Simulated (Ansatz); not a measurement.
# A hypothetical structure for Mn4Zn, part 2 of 2

This structure for Mn4Zn is made up. Its elements were placed in a known structure type with a cell scaled to their sizes. What cell does the guess relax to, and how far off was it?

Ansatz 0.2.0; DFT, PBEsol, plane-wave PAW, files of the set soft_1, scalar-relativistic, ferromagnetic start, cell and ions relaxed at zero pressure; PAW set soft_1 (the session's first sound run).

So far: The structure; Relaxation of the guess. The relaxed cell has a = 2.483, c = 30.573 Å (conventional setting).

## 3. Bands of the relaxed cell

With the geometry fixed, one more self-consistent run, with a narrower smearing and the mesh shown in its input, gives the bands, and its pressure, and its forces where symmetry allows any, show how far the geometry depends on these settings.

This step: DFT, PBEsol, plane-wave PAW, files of the set soft_1, scalar-relativistic, no spin, bands and density of states at the relaxed cell; PAW set soft_1 (Ansatz 0.2.0).

The input, input.yaml:

```yaml
crystal:
  lattice:
    - [1.2416306843, 0.7168558097, 10.1909967926]
    - [-1.2416306843, 0.7168558097, 10.1909967926]
    - [0.0, -1.4337116198, 10.1909967926]
  atoms:
    - { symbol: Zn, position: [0.0, 0.0, 0.0] }
    - { symbol: Mn, position: [0.4050680503, 0.4050680503, 0.4050680503] }
    - { symbol: Mn, position: [0.7994671182, 0.7994671182, 0.7994671182] }
    - { symbol: Mn, position: [0.2005328818, 0.2005328818, 0.2005328818] }
    - { symbol: Mn, position: [0.5949319497, 0.5949319497, 0.5949319497] }
kpoints:
  mp_grid: { grid: [14, 14, 14] }
  band_path:
    path:
      - [[0.0, 0.0, 0.0], [0.5, 0.0, 0.0], [0.5, 0.16996534, -0.16996534]]
      - [[0.83003466, 0.5, 0.16996534], [0.5, 0.5, 0.5], [0.0, 0.0, 0.0], [0.33498267, 0.0, -0.33498267]]
      - [[0.66501733, 0.33498267, 0.0], [0.5, 0.5, 0.0], [0.66501733, 0.66501733, 0.16996534], [0.5, 0.5, 0.5]]
      - [[0.5, 0.0, 0.0], [0.83003466, 0.33498267, 0.33498267]]
    npoints: 8
scf:
  occupations: { method: fermi_dirac, width: 0.03 }
  n_extra_bands: 9
hamiltonian:
  xc: pbesol
  pseudopotentials: { kind: paw, azcp: { folder: soft_1 }, xc_functional: pbe }
output:
  forces: true
  stress: true
  write_bands: true
  dos: { projected: true }
  write_density: true
  write_potential: true
  elf: true
  volumetric_format: npy
```

Command:

```
$ ansatz run input.yaml --threads 4 --pin off --max-ram 8192MiB --backend cpu --events-out ev --progress --plain --runs-dir out
```

Numbers of over 12 decimals in the logs are rounded to 6 here.

Log:

```text
[...]
Crystal: 5 atoms, lattice volume = 54.424 Å³
Basis set: ecut = 420 eV, 1019 PW (Γ), FFT grids on a1−a2, a2, −a2+a3, exchange–correlation on 36×144×36 points (8 copies of the dense FFT grid, shifted against one another)
Bands: 45, of which v1, the nominal top of the filled ones, is band 36 counted from 1 (35 counted from 0)
Symmetry: 12 space group operations
[...]
k-points: 288 of 2744
[...]
SCF iter   1: F=—  HF=-18763.886364 eV  |F-HF|=—  |Δ(HF+E_count)|=         —  Δρ=3.73e-1  dr2=2.72e2  ethr=3.10e-3  ⟨swp⟩=6.8  Hψ=50473  notcnv=0
[...]
SCF iter  16: F=-18755.710443 eV  HF=-18755.710443 eV  |F-HF|=2.75e-8  |Δ(HF+E_count)|=   1.69e-7  Δρ=9.05e-6  dr2=2.93e-8  ethr=1.39e-10  ⟨swp⟩=12.1  Hψ=96741  notcnv=0
SCF 1 converged in 16 iterations: F = -18755.710443 eV  dr2 = 2.93e-8
[...]
NSCF: frozen V_eff on 76 k-points
SCF converged after 16 iterations
Free energy (F): -18755.710443 eV
[...]
Internal energy: -18755.695712 eV  (E = F + TS)
E sigma→0 (E₀):  -18755.703078 eV
Entropy (-TS):   -0.014731 eV (-2.946 meV/atom)
Fermi energy:    18.907979 eV
[...]
--- Forces (eV/Å), atoms counted from 1 ---
  atom   1  Zn     0.00000000     0.00000000     0.00000000
  atom   2  Mn    -0.00000000     0.00000000    -0.02161090
  atom   3  Mn     0.00000000    -0.00000000     0.03753796
  atom   4  Mn    -0.00000000     0.00000000    -0.03753796
  atom   5  Mn     0.00000000    -0.00000000     0.02161090
  max |Σ_I F_I| component: 9.25e-18 eV/Å
--- Stress (GPa, compression-positive) ---
       -0.211379       0.000000      -0.000000
        0.000000      -0.211379      -0.000000
       -0.000000      -0.000000       0.424064
  P = ⅓ Tr σ = 0.0004 GPa (0.004 kbar)
--- Band table (eV; the first three rows and the last of 288) ---
  k-point 0: bands = [... 32 lower, 17.9433, 17.9433, 18.0842, 18.0842, 18.1670, 18.7205, 19.4627, 19.4627, ... 5 higher]
  k-point 1: bands = [... 32 lower, 17.8723, 18.0280, 18.0418, 18.1592, 18.1799, 18.4835, 19.3218, 19.3400, ... 5 higher]
  k-point 2: bands = [... 32 lower, 18.0071, 18.0148, 18.1166, 18.3001, 18.3604, 18.4554, 19.0745, 19.2304, ... 5 higher]
  k-point 287: bands = [... 32 lower, 17.9319, 17.9319, 18.0412, 18.1003, 18.1003, 19.1977, 19.4707, 19.4707, ... 5 higher]
```

Wall time 21 s (4 threads of Arm Neoverse V2, shared host); peak memory 0.77 GiB.

Numbers from this step:

| Item | Value |
| --- | --- |
| free energy | -18755.7104 eV |
| energy at zero smearing | -18755.7031 eV |
| smearing term TS | 0.01473 eV |
| Fermi energy | 18.91 eV |
| pressure | 4.35e-4 GPa |

From bands.tsv, the bands that come nearest the Fermi level along the path, at its corners, in eV from the Fermi level:

```
point  band 32  band 33  band 34  band 35  band 36  band 37  band 38  band 39
    Γ    -1.11    -0.96    -0.96    -0.82    -0.82    -0.74    -0.19     0.55
    L    -1.05    -0.55    -0.42     0.41     0.62     0.96     1.61     1.77
   B1    -1.61    -1.50    -1.43     0.11     0.59     0.62     0.74     0.89
    B    -1.61    -1.50    -1.43     0.11     0.59     0.62     0.74     0.89
    Z    -1.12    -0.98    -0.98    -0.87    -0.81    -0.81     0.29     0.56
    Γ    -1.11    -0.96    -0.96    -0.82    -0.82    -0.74    -0.19     0.55
    X    -1.61    -1.49    -1.45     0.11     0.58     0.63     0.72     0.90
    Q    -1.61    -1.49    -1.45     0.11     0.58     0.63     0.72     0.90
    F    -0.87    -0.84    -0.51    -0.17     0.90     1.64     1.77     1.77
   P1    -0.95    -0.74    -0.52    -0.03     0.91     1.34     1.64     1.77
    Z    -1.12    -0.98    -0.98    -0.87    -0.81    -0.81     0.29     0.56
    L    -1.05    -0.55    -0.42     0.41     0.62     0.96     1.61     1.77
    P    -0.95    -0.74    -0.52    -0.03     0.91     1.34     1.64     1.77
```

Counts of states for the cell as run, both spins, by energy window (eV from the Fermi level):

```
from  to  total
  -8  -7   7.22
  -7  -6   1.34
  -6  -5   0.92
  -5  -4   2.80
  -4  -3   5.39
  -3  -2   5.03
  -2  -1   7.24
  -1   0   7.30
   0   1   6.08
```

Below -8 eV lie 34.7 more states.

ELF in the ac plane of the conventional cell at fractional y = 0.000, with atoms of Zn and Mn within 0.2 Å of it. It is the smooth field of the valence electrons, not physical close to the nuclei.

Ten even steps from '_' (0.10) to '@' (0.62), each cell a mean:
```
__........::::------::::......__
**++==--::::::::::::::::::--==++
======--::::::------::::::--====
++++==--::::::::::::::::::--==++
@@%%##++--::::--==--::::--++##%%
++++==----::::------::::----==++
++++==--::::::::::::::::::--==++
====----::::::......::::::----==
------::::::::::::::::::::::----
@@@@%%**--::::--==--::::--**%%@@
++====--::::::------::::::--====
++++==--::::::::----::::::--==++
++++==--::::::::--::::::::--==++
++++==----::::------::::----==++
%%%%##++--::::--==--::::--++##%%
==------::::::::..::::::::------
====----::::::::::::::::::----==
++++==--::::::::::::::::::--==++
****++==--::::------::::--==++**
%%##**++--::::--==--::::--++**##
++++==--::::::::::::::::::--==++
======--::::::------::::::--====
**++==--::::::::::::::::::--==++
________..::::------::::..______
```
Columns run along a (2.5 Å), rows up along c (30.6 Å), edges of the conventional cell, whose origin can differ from the input's. Atoms in or near the plane, at fractional coordinates: Zn at (0.00, 0.00), Mn at (0.00, 0.41), Mn at (0.00, 0.80), Mn at (0.00, 0.20), Mn at (0.00, 0.59).

Electrostatic potential energy in the ac plane of the conventional cell at fractional y = 0.000, with atoms of Zn and Mn within 0.2 Å of it. With pseudopotentials it is smooth inside the atoms' cores, unlike the true potential.

Values in eV, 24 rows by 16 columns, each cell a mean:
```
-15 -14 -10  -3   4  11  16  18  18  18  16  11   4  -3 -10 -14
 20  19  18  16  13   7   1  -3  -5  -3   1   7  13  16  18  19
 20  20  19  18  16  13   9   7   6   7   9  13  16  18  19  20
 18  18  18  17  14  10   6   3   1   3   6  10  14  17  18  18
-40 -39 -35 -26 -12   2  12  17  18  17  12   2 -12 -26 -35 -39
 -4  -3   0   4   9  12  13  12  12  12  13  12   9   4   0  -3
 20  20  19  17  14   9   4   0  -2   0   4   9  14  17  19  20
 20  19  19  18  15  11   8   5   4   5   8  11  15  18  19  19
 16  16  16  17  16  14  11   9   9   9  11  14  16  17  16  16
-45 -44 -40 -30 -14   1  12  17  18  17  12   1 -14 -30 -40 -44
  3   4   6   9  11  12  11  10   9  10  11  12  11   9   6   4
 20  20  19  17  15  10   6   2   1   2   6  10  15  17  19  20
 20  19  19  17  13   8   3  -1  -3  -1   3   8  13  17  19  19
 -7  -6  -3   2   7  11  13  13  13  13  13  11   7   2  -3  -6
-37 -36 -33 -24 -10   3  13  17  18  17  13   3 -10 -24 -33 -36
 18  18  18  17  15  11   8   5   4   5   8  11  15  17  18  18
 20  20  19  19  17  14  11   9   8   9  11  14  17  19  19  20
 20  19  18  16  13   7   1  -3  -5  -3   1   7  13  16  18  19
-13 -12  -9  -3   4  10  14  15  15  15  14  10   4  -3  -9 -12
-31 -30 -26 -18  -6   5  14  17  18  17  14   5  -6 -18 -26 -30
 19  19  18  16  13   8   3  -1  -3  -1   3   8  13  16  18  19
 20  20  20  18  16  13  10   7   6   7  10  13  16  18  20  20
 20  19  18  17  14   9   4   0  -2   0   4   9  14  17  18  19
-24 -23 -19 -11  -2   7  15  18  18  18  15   7  -2 -11 -19 -23
```
Columns run along a (2.5 Å; values clipped at the 3rd and 97th percentile), rows up along c (30.6 Å), edges of the conventional cell, whose origin can differ from the input's. Atoms in or near the plane, at fractional coordinates: Zn at (0.00, 0.00), Mn at (0.00, 0.41), Mn at (0.00, 0.80), Mn at (0.00, 0.20), Mn at (0.00, 0.59).

Valence density in the ac plane of the conventional cell at fractional y = 0.000, with atoms of Zn and Mn within 0.2 Å of it. It is the smooth field of the valence electrons, not physical close to the nuclei.

Ten steps, logarithmic in the rise over the least value, from '_' (0 e/Å³) to '@' (16 e/Å³), each cell a mean:
```
%%##**==::....______....::==**##
..........::----==----::........
______....::::------::::....____
..........::::------::::........
@@@@%%##++--::......::--++##%%@@
**++++--::::::::::::::::::--++++
____......::----------::......__
________....::::::::::....______
....____........::........____..
@@@@%%##++--::......::--++##%%@@
====----::::::::::::::::::----==
______....::----------::....____
____......::----==----::......__
****++==--::::::::::::::--==++**
@@@@%%##++--..........--++**%%@@
________....::::::::::....______
__________....::::::....________
..........::----==----::........
####**++--::..........::--++**##
@@@@%%**==--..........--==**%%@@
..........::----------::........
______....::::::--::::::....____
..........::----------::........
@@@@##++--::..______..::--++##@@
```
Columns run along a (2.5 Å), rows up along c (30.6 Å), edges of the conventional cell, whose origin can differ from the input's. Atoms in or near the plane, at fractional coordinates: Zn at (0.00, 0.00), Mn at (0.00, 0.41), Mn at (0.00, 0.80), Mn at (0.00, 0.20), Mn at (0.00, 0.59).

## 4. Summary of results

| Quantity | Value |
| --- | --- |
| space group, relaxed | R-3m |
| conventional cell | a = 2.483, b = 2.483, c = 30.573 Å; α = 90.0°, β = 90.0°, γ = 120.0° |
| volume per atom | 10.88 Å³ (guess 11.41) |
| total moment | 0.00 μB in the cell of 5 atoms |

Mn4Zn relaxes to R-3m with a = 2.483, b = 2.483 and c = 30.573 Å. The guessed volume was 5 % too large. The space group R-3m was held in the relaxation, so the end point is a stationary structure within it and may be a saddle against distortions or other arrangements. The moments died out from this one start and weren't seeded again at the relaxed cell. Bands cross the Fermi level, so it is a metal or semimetal at this level. On the 14×14×14 mesh with the narrower smearing (relaxed on 12×12×12) the largest force component is 0.038 eV/Å and the largest stress component is 0.424 GPa, against the relaxation's thresholds of 0.015 eV/Å and 0.05 GPa. The cutoff wasn't tested. No dispersion term is used, so weakly bound directions may come out too long. Nothing here tests whether the compound is stable against decomposition.

[Logs are printed without paths, hosts, clocks, repeated set-up lines and the standing remarks that a program may print on its own settings, such as how far it seeks lower states.]

[Hosts, paths, dates, database ids (printed as entryN), source tags and the programs' standing remarks are cut or masked in the printed files.]
